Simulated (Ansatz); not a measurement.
# A frame of liquid Na2CO3 from 1140 K (192 atoms): geometry optimisation

Aim: bring a frame of liquid Na2CO3 from 1140 K (192 atoms) to a nearby minimum of the energy and see what moves.

Method: Kohn-Sham DFT, r2SCAN, PAW (set soft_2), plane waves, in Ansatz 0.2.0.

## Step 1: The structure

The cell holds 192 atoms: 32 C, 96 O and 64 Na. Its edges and angles: a = 14.193 Å, b = 14.193 Å, c = 14.193 Å, α = 90.0°, β = 90.0°, γ = 90.0°. 64 Na+, 32 CO3 2- placed at random, at 1.97 g/cm³; overlaps pushed apart, then 10 ps at 1540 K with harmonic planar carbonate ions with charges +1 on C and -1 on O; Joung-Cheatham ions (J. Phys. Chem. B 112, 9020 (2008)); charges of ions scaled by 0.8. Snapshot after 20 ps at 1140 K and fixed volume. The density is a measured one.

Limits known from the start: The network of bonds at the start is that of the classical potential that made the cell. The Brillouin zone is sampled at Γ only, in a cell whose shortest periodic width is 14 Å.

## Step 2: Single point at the start

The forces at the start show how far the geometry lies from a minimum of this functional.

Input file input.yaml:

```yaml
crystal:
  lattice:
    - [14.19262, 0.0, 0.0]
    - [0.0, 14.19262, 0.0]
    - [0.0, 0.0, 14.19262]
  atoms:
    - { symbol: C, position: [0.48969, 0.00632, 0.59955] }
    - { symbol: O, position: [0.4058, 0.02326, 0.64036] }
    - { symbol: O, position: [0.547, 0.07391, 0.5884] }
    - { symbol: O, position: [0.50378, 0.9229, 0.57756] }
    - { symbol: C, position: [0.95316, 0.20614, 0.39094] }
    - { symbol: O, position: [0.01138, 0.23718, 0.33031] }
    - { symbol: O, position: [0.90801, 0.26923, 0.4362] }
    - { symbol: O, position: [0.93473, 0.11836, 0.41849] }
    - { symbol: C, position: [0.168, 0.49518, 0.77507] }
    - { symbol: O, position: [0.20535, 0.4051, 0.78264] }
    - { symbol: O, position: [0.18758, 0.54821, 0.70743] }
    - { symbol: O, position: [0.13109, 0.52749, 0.84723] }
    - { symbol: C, position: [0.80236, 0.60043, 0.95224] }
    - { symbol: O, position: [0.77333, 0.61108, 0.03755] }
    - { symbol: O, position: [0.88399, 0.5692, 0.94086] }
    - { symbol: O, position: [0.75179, 0.63614, 0.88106] }
    - { symbol: C, position: [0.95087, 0.31779, 0.71933] }
    - { symbol: O, position: [0.87035, 0.3498, 0.70759] }
    - { symbol: O, position: [0.00113, 0.3251, 0.64858] }
    - { symbol: O, position: [0.97744, 0.27182, 0.79292] }
    - { symbol: C, position: [0.75609, 0.76978, 0.16544] }
    - { symbol: O, position: [0.68467, 0.7325, 0.20912] }
    - { symbol: O, position: [0.83956, 0.76464, 0.20322] }
    - { symbol: O, position: [0.74121, 0.81377, 0.08873] }
    - { symbol: C, position: [0.16745, 0.08385, 0.62644] }
    - { symbol: O, position: [0.10618, 0.08282, 0.69742] }
    - { symbol: O, position: [0.17913, 0.01133, 0.57854] }
    - { symbol: O, position: [0.21817, 0.16063, 0.60656] }
    - { symbol: C, position: [0.47043, 0.55439, 0.92843] }
    - { symbol: O, position: [0.40895, 0.6163, 0.9659] }
    - { symbol: O, position: [0.44251, 0.47494, 0.90809] }
    - { symbol: O, position: [0.56706, 0.55763, 0.93311] }
    [... 154 atom lines left out ...]
    - { symbol: Na, position: [0.56647, 0.3704, 0.9078] }
    - { symbol: Na, position: [0.29139, 0.44028, 0.62942] }
    - { symbol: Na, position: [0.78947, 0.15951, 0.44639] }
    - { symbol: Na, position: [0.22806, 0.10428, 0.1016] }
    - { symbol: Na, position: [0.96534, 0.3948, 0.34729] }
    - { symbol: Na, position: [0.39809, 0.85193, 0.67136] }
kpoints:
  mp_grid: { grid: [1, 1, 1] }
hamiltonian:
  xc: r2scan
scf:
  occupations: { method: fixed }
output:
  forces: true
  stress: true
  populations: true
  dos:
    method: { smearing: { sigma: 0.15 } }
    de: 0.1
    projected: { site_lists: { C: [C], Na: [Na], O: [O] } }
  eigenvalues: true
```

Launch:

```bash
ansatz run input.yaml --threads 8 --pin off --max-ram 15872MiB --backend cpu --events-out ev --progress --plain --runs-dir out
```

Output:

```text
Engine: ansatz 0.2.0, aarch64-unknown-linux-gnu
Pseudopotentials: kind: paw
Pseudopotential: C, paw, valence charge 4, recommended cutoff 500 eV (meta_gga), C.paw.azcp
Pseudopotential: O, paw, valence charge 6, recommended cutoff 500 eV (meta_gga), O.paw.azcp
Pseudopotential: Na, paw, valence charge 9, recommended cutoff 500 eV (meta_gga), Na.paw.azcp
[... 6 lines on functional and potentials left out ...]
Crystal: 192 atoms, lattice volume = 2858.826 Å³
Basis set: ecut = 500 eV, 72599 PW (Γ), exchange–correlation on 432×432×432 points (64 copies of the dense FFT grid, shifted against one another)
Bands: 832, of which v1, the nominal top of the filled ones, is band 640 counted from 1 (639 counted from 0)
Symmetry: 1 space group operations
Space group: P1 (ITA 1), of the structure as read, at distance tolerance 1.4e-4 Å
k-points: 1
[... 10 lines on functional and potentials left out ...]
Initial density: superposition of atomic densities (neutral atoms: chi_scale 0, normalization atom), corrected by the library's trained network
Initial wavefunctions: pseudopotential atomic-orbital guess
Functional: x = r2scan, c = r2scan; τ floored in thin density (d = 2e-4 eV/Å³)
SCF iter   1: F=—  HF=-157968.196160 eV  |F-HF|=—  |Δ(HF+E_count)|=         —  Δρ=9.96e-3  dr2=2.35e0  dr2_τ=1.74e1  ethr=1.77e-3  ⟨swp⟩=5.0  Hψ=2815  notcnv=0  defer=190
preconditioner: auto → Resta (q_TF=auto, 2.386 Å⁻¹)  ε∞=2.2  [insulator: Δε(μ)=2.683 eV  Ē_g=21.367 eV  n_scr=690 (ndim 8)  ℏωp=23.6 eV  f_vac=0.260  ε∞_Penn≈2.2]
SCF iter   2: F=—  HF=-157970.650116 eV  |F-HF|=—  |Δ(HF+E_count)|=    2.45e0  Δρ=4.29e-3  dr2=2.69e-1  dr2_τ=8.23e-2  ethr=1.83e-4  ⟨swp⟩=2.0  Hψ=1536  notcnv=0  defer=187
SCF iter   3: F=—  HF=-157970.624688 eV  |F-HF|=—  |Δ(HF+E_count)|=   2.54e-2  Δρ=1.48e-3  dr2=6.27e-2  dr2_τ=6.00e-3  ethr=2.10e-5  ⟨swp⟩=3.0  Hψ=988  notcnv=0  defer=190
SCF iter   4: F=—  HF=-157970.620241 eV  |F-HF|=—  |Δ(HF+E_count)|=   4.45e-3  Δρ=5.51e-4  dr2=8.89e-3  dr2_τ=1.01e-3  ethr=4.90e-6  ⟨swp⟩=3.0  Hψ=997  notcnv=0  defer=190
SCF iter   5: F=—  HF=-157970.621914 eV  |F-HF|=—  |Δ(HF+E_count)|=   1.67e-3  Δρ=2.52e-4  dr2=1.74e-3  dr2_τ=2.36e-4  ethr=6.95e-7  ⟨swp⟩=2.0  Hψ=1223  notcnv=0  defer=190
SCF iter   6: F=—  HF=-157970.622267 eV  |F-HF|=—  |Δ(HF+E_count)|=   3.53e-4  Δρ=9.11e-5  dr2=2.42e-4  dr2_τ=2.29e-5  ethr=1.36e-7  ⟨swp⟩=2.0  Hψ=1168  notcnv=0  defer=190
SCF iter   7: F=—  HF=-157970.622490 eV  |F-HF|=—  |Δ(HF+E_count)|=   2.23e-4  Δρ=3.61e-5  dr2=3.37e-5  dr2_τ=4.05e-6  ethr=1.89e-8  ⟨swp⟩=2.0  Hψ=1223  notcnv=0  defer=190
SCF iter   8: F=—  HF=-157970.627108 eV  |F-HF|=—  |Δ(HF+E_count)|=   4.62e-3  Δρ=1.21e-5  dr2=4.56e-6  dr2_τ=5.95e-7  ethr=2.63e-9  ⟨swp⟩=2.0  Hψ=1353  notcnv=0  defer=190
SCF iter   9: F=—  HF=-157970.627114 eV  |F-HF|=—  |Δ(HF+E_count)|=   5.29e-6  Δρ=4.16e-6  dr2=6.19e-7  dr2_τ=6.66e-8  ethr=3.56e-10  ⟨swp⟩=2.0  Hψ=1523  notcnv=0  defer=190
SCF iter  10: F=—  HF=-157970.627115 eV  |F-HF|=—  |Δ(HF+E_count)|=   1.03e-6  Δρ=2.76e-6  dr2=2.09e-7  dr2_τ=2.61e-8  ethr=7.81e-12  ⟨swp⟩=15.0  Hψ=5346  notcnv=0
SCF iter  11: F=-157970.627115 eV  HF=-157970.627115 eV  |F-HF|=1.71e-8  |Δ(HF+E_count)|=   1.37e-7  Δρ=6.98e-7  dr2=1.62e-8  dr2_τ=2.19e-9  ethr=7.81e-12  ⟨swp⟩=5.0  Hψ=2887  notcnv=0
SCF 1 converged in 11 iterations: F = -157970.627115 eV  dr2 = 1.62e-8
  greatest PAW one-centre occupation: 1.000 electrons in one spin orbital (limit 2), on the Na atom at site 162 (counted from 0), in its partial waves of l = 0
SCF converged after 11 iterations
Free energy (F): -157970.627115 eV
Harris-Foulkes:  -157970.627115 eV  (|F-HF|=1.71e-8)
Internal energy: -157970.627115 eV  (E = F + TS)
E sigma→0 (E₀):  -157970.627115 eV
Fermi energy:    2.702078 eV
--- Per-component energies (eV) ---
  E_band       = -19461.582009
  E_kinetic    = 27663.564750
  E_local      = -144227.426712  (includes V_loc(G=0)·N_el)
  E_nonlocal   = 12857.267653
  E_hartree    = 53059.021136
  E_xc         = -10891.201137
  E_vxc        = -15833.160567  (∫ρ·V_xc dr)
  E_paw        = -35756.142912  (= ΣΔE_a)
  E_vpaw       = -7192.438464  (= ΣTr[D̂ρ^β])
  E_aug_tail   = 0.099931  (compensation charges beyond the density's cutoff)
  E_vtau       = 1152.479135  (kinetic-family band-sum trace: ∫τ·v_τ [+ j·A + Jᵃ·Aᵃ] dr)
  E_ewald      = -60670.269631
  E_core_change = -5.540193  (= ΣΔE_core)
  E_smearing   = -0.000000  (= −TS)
  E_closure    = -0.000000  (closes the sum)
  Σ components = -157970.627115   (vs F -157970.627115, Δ=0.00e0)
--- Forces (eV/Å), atoms counted from 1 ---
  atom   1  C     -3.36919055     0.03627230     1.59053624
  atom   2  O      0.51251680     0.37816565    -1.03070809
  atom   3  O      0.33054640     0.84305954    -0.33441448
  atom   4  O      1.36103148    -1.40868427    -1.19748086
  atom   5  C     -1.46729358    -1.42556783     1.72004740
  atom   6  O      1.33863451    -1.65733382    -1.30591686
  atom   7  O     -1.29584470     1.56621494     0.92983096
  atom   8  O      2.06573606     0.99344190    -2.28175925
  atom   9  C      2.41951624    -2.48057003     1.55672589
  atom  10  O     -0.45121066     1.97799889    -1.21508915
  atom  11  O      0.10939767     0.33594671    -2.63842455
  atom  12  O     -2.32881721     0.73424936     1.19399744
  atom  13  C     -0.92364663     2.15712573     0.67397454
  atom  14  O     -1.10319488    -0.20974202     0.17376680
[...]
atom 191  Na     0.03542381    -0.13096860     0.14259569
  atom 192  Na     0.22537322    -0.42649997     0.41265882
  max |Σ_I F_I| component: 2.16e-4 eV/Å
--- Stress (GPa, compression-positive) ---
        0.483519      -0.051727       0.079927
       -0.051727       0.008382       0.480761
        0.079927       0.480761       0.847983
  P = ⅓ Tr σ = 0.4466 GPa (4.466 kbar)
--- Band table (eV) ---
  k-point 0: bands = ["-52.7852", "-52.4893", "-52.2885", "-52.0667", [... 816 levels ...], "12.8913", "12.9529", "12.9781", "13.0050", "13.0340", "13.0712", "13.0983", "13.1094", "13.1268", "13.1552", "13.1809", "13.2354"]
--- Löwdin populations: 192 sites ---
  site symbol       q [e]
     0      C      3.3311
     1      O      6.7460
     2      O      6.6669
[...]
191     Na      8.1955
  spilling = 0.006660 (of n_electrons = 1280.000000)
```

The job ended after 2 min (8 threads of Arm Neoverse V2, shared host; peak memory 9.7 GiB; 15 min of CPU time).

The run gave:

```
free energy                                      : -157970.6271 eV
free energy per atom                             : -822.7637 eV/atom
SCF cycles                                       : 11
pressure                                         : 0.4466 GPa
r.m.s. force component                           : 2.029 eV/Å
longest force                                    : 14.84 eV/Å
Fermi energy                                     : 2.702 eV
gap (highest filled to lowest empty level) : 2.115 eV
spilling of the projection                       : 0.00666
```

The r.m.s. force component of 2.0 eV/Å and the pressure of 0.45 GPa set the starting point.

Length of the force by element:

```
element  coordination  atoms  mean length of the force (eV/Å)  spread  least  most
      C           all     32                             4.53    2.75   1.44  11.9
     Na           all     64                            0.676   0.278  0.182  1.47
      O           all     96                             2.82    2.65  0.171  14.8
```

[end of part 1 of 3]

[Logs are printed without paths, hosts, clocks, repeated set-up lines and the standing remarks that a program may print on its own settings, such as how far it seeks lower states.]

[Hosts, paths, dates, database ids (printed as entryN), source tags and the programs' standing remarks are cut or masked in the printed files.]
